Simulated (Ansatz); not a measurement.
# The perfect Pd wire along [110], 8 atoms a period, part 2 of 2

What gap, if any, does the Pd wire along [110], 8 atoms a period have, and how many channels would it open?

Ansatz 0.2.0; DFT PBE, plane waves, PAW; relaxation of a wire's period; PAW set soft_1 (the session's first sound run).

So far: Set-up; Relaxation of atoms and period.

## Step 2: Relaxation of atoms and period (continued)

The steps of the relaxation:

```csv
step,energy less that of the first step (eV),largest force component (eV/Å),pressure (GPa),volume (Å³)
1,0.0000,0.8529,-3.19,370.19
2,-0.4746,0.5008,1.60,354.94
3,-0.6037,0.1022,-0.31,354.47
4,-0.6190,0.0211,-0.02,351.92
5,-0.6193,0.0042,0.03,351.69
6*,-0.6158,0.0041,0.05,351.69
```

Relaxation steps marked * repeat the geometry before them on a plane-wave basis chosen anew for their cell, so energy and pressure can jump there.

The run keeps the 8 symmetry operations that it works with, so distortions that break them were not tested.

```csv
cell as run,before,after,change
c (Å),2.786,2.647,-5.0 %
```

The atoms that moved most (Å, along periodic axes as changes of fractional coordinates times the final cell, across vacuum about the mean position):

```csv
atom,dx,dy,dz,length
Pd1,-0.093,-0.197,0.000,0.218
Pd3,0.093,-0.197,0.000,0.218
Pd7,-0.093,0.197,0.000,0.218
Pd8,0.093,0.197,0.000,0.218
Pd6,0.000,0.066,0.000,0.066
Pd5,0.000,-0.066,0.000,0.066
Pd4,0.018,0.000,0.000,0.018
Pd2,-0.018,0.000,0.000,0.018
```

The relaxed structure:

```cif
data_structure
_symmetry_space_group_name_H-M 'P 1'
_symmetry_Int_Tables_number 1
_cell_length_a 10.7400
_cell_length_b 12.3720
_cell_length_c 2.6468
_cell_angle_alpha 90.000
_cell_angle_beta 90.000
_cell_angle_gamma 90.000
_cell_volume 351.69
loop_
_atom_site_label
_atom_site_type_symbol
_atom_site_fract_x
_atom_site_fract_y
_atom_site_fract_z
_atom_site_occupancy
Pd1 Pd 0.30790 0.70929 0.00000 1
Pd2 Pd 0.31486 0.50000 0.00000 1
Pd3 Pd 0.69210 0.70929 0.00000 1
Pd4 Pd 0.68514 0.50000 0.00000 1
Pd5 Pd 0.50000 0.38211 0.50000 1
Pd6 Pd 0.50000 0.61789 0.50000 1
Pd7 Pd 0.30790 0.29071 0.00000 1
Pd8 Pd 0.69210 0.29071 0.00000 1
```

Numbers from this step:

| Property | Result |
| --- | --- |
| energy at zero smearing | -55776.2227 eV |
| cell length along the wire | 2.647 Å |

The cell's length comes to 2.647 Å with spin left out.

## Step 3: The perfect wire

This step: DFT PBE, plane waves, PAW; bands of a perfect wire; PAW set soft_1 (Ansatz 0.2.0).

At the relaxed period the bands are computed along the axis; those that cross an energy going forward count the channels that a perfect wire would open there.

input.yaml reads:

```yaml
crystal:
  lattice:
    - [10.74, 0.0, 0.0]
    - [0.0, 12.372, 0.0]
    - [0.0, 0.0, 2.6467761282]
  atoms:
    - { symbol: Pd, position: [0.307904115, 0.709286045, 0.0] }
    - { symbol: Pd, position: [0.314858741, 0.500000058, 0.0] }
    - { symbol: Pd, position: [0.692095885, 0.709286045, 0.0] }
    - { symbol: Pd, position: [0.685141259, 0.500000058, 0.0] }
    - { symbol: Pd, position: [0.5, 0.382106654, 0.5] }
    - { symbol: Pd, position: [0.5, 0.617893462, 0.5] }
    - { symbol: Pd, position: [0.307904115, 0.290714071, 0.0] }
    - { symbol: Pd, position: [0.692095885, 0.290714071, 0.0] }
kpoints:
  mp_grid: { grid: [1, 1, 31] }
  band_path: { path: ["Γ", Z], npoints: 90 }
scf:
  occupations: { method: fermi_dirac, width: 0.05 }
hamiltonian:
  xc: pbe
  pseudopotentials: { kind: paw, azcp: { folder: soft_1 } }
output:
  dos: { e_range: [-5, 4] }
  write_potential: true
  write_density: true
  volumetric_format: npy
```

The run is started by

```bash
> ansatz run input.yaml --threads 4 --pin off --max-ram 16384MiB --backend cpu --events-out ev --progress --plain --runs-dir out
```

Numbers of over 12 decimals in the logs are rounded to 6 here.

The program printed:

```text
[...]
Crystal: 8 atoms, lattice volume = 351.691 Å³
Basis set: ecut = 420 eV, 6931 PW (Γ)
Bands: 87, of which v1, the nominal top of the filled ones, is band 72 counted from 1 (71 counted from 0)
Symmetry: 8 space group operations
[...]
k-points: 16 of 31
[...]
SCF iter   1: F=—  HF=-55783.706861 eV  |F-HF|=—  |Δ(HF+E_count)|=         —  Δρ=9.32e-2  dr2=3.79e1  ethr=3.10e-3  ⟨swp⟩=6.2  Hψ=5019  notcnv=0  defer=20
[...]
SCF iter  14: F=-55776.305323 eV  HF=-55776.305323 eV  |F-HF|=1.64e-8  |Δ(HF+E_count)|=   5.77e-8  Δρ=1.75e-6  dr2=2.52e-8  ethr=6.94e-11  ⟨swp⟩=11.4  Hψ=4667  notcnv=0
SCF 1 converged in 14 iterations: F = -55776.305323 eV  dr2 = 2.52e-8
[...]
NSCF: frozen V_eff on 91 k-points
WARN: The output density's exchange-correlation potential varies sharply where the density is thin. Do not read a vacuum level from v_tot or v_xc, or from such a field of the output density. On a cell that repeats whose density bears no net charge and no dipole along the vacuum's axis use v_es (v_loc + v_h of the components); under efield.dipole_correction with no amplitude use v_es + v_field, which holds any externa [...]
SCF converged after 14 iterations
Free energy (F): -55776.305323 eV
[...]
Internal energy: -55776.146280 eV  (E = F + TS)
E sigma→0 (E₀):  -55776.225802 eV
Entropy (-TS):   -0.159042 eV (-19.880 meV/atom)
Fermi energy:    3.435437 eV
[...]
--- Band table (eV; the first three rows and the last of 16) ---
  k-point 0: bands = [... 68 lower, 3.1049, 3.2232, 3.3237, 3.3622, 3.4873, 3.4973, 3.5572, 3.6390, ... 11 higher]
  k-point 1: bands = [... 68 lower, 3.1712, 3.2552, 3.3013, 3.3551, 3.4553, 3.4562, 3.5437, 3.5929, ... 11 higher]
  k-point 2: bands = [... 68 lower, 3.2293, 3.2355, 3.2358, 3.3534, 3.3797, 3.4308, 3.4826, 3.5148, ... 11 higher]
  k-point 15: bands = [... 68 lower, 3.4630, 3.6028, 4.0206, 4.0321, 6.0945, 6.2233, 6.9631, 7.2905, ... 11 higher]
```

It took 22 s on 4 threads of Intel Xeon Platinum 8375C at 2.90GHz (Ice Lake), shared host; peak memory 1.7 GiB.

The column dr2 measures how far the density is from self-consistency, as an energy; F and HF (Harris–Foulkes) agree once it is small.

This step gave:

```
energy at zero smearing : -55776.2258 eV
band gap                : 0 eV
```

Electronic bands along the path, in eV, zero at the Fermi level:

```csv
point,band 69,band 70,band 71,band 72,band 73,band 74,band 75,band 76
Γ,-0.33,-0.21,-0.11,-0.07,0.05,0.06,0.12,0.20
halfway,-0.60,-0.50,-0.36,-0.21,-0.09,0.03,0.13,1.23
Z,0.03,0.17,0.60,0.61,2.70,3.05,3.28,4.11
```

Between Γ and Z the bands cross the Fermi level 13 times, so a perfect wire would conduct at least 13 G₀, with spin left out.

## Step 4: Outcome

- cell length, PBE: 2.647 Å
- ballistic conductance by band crossings, a lower bound, PBE: 13 G₀

In words: Under PBE the cell's length is 2.65 Å, and the bands cross the Fermi level 13 times between Γ and Z, which gives a perfect wire at least 13 G₀ (opposite crossings within one step of the path cancel in such a count). No spin was allowed, though thin wires with open d shells can turn magnetic.

[Logs are printed without paths, hosts, clocks, repeated set-up lines and the standing remarks that a program may print on its own settings, such as how far it seeks lower states.]

[Hosts, paths, dates, database ids (printed as entryN), source tags and the programs' standing remarks are cut or masked in the printed files.]
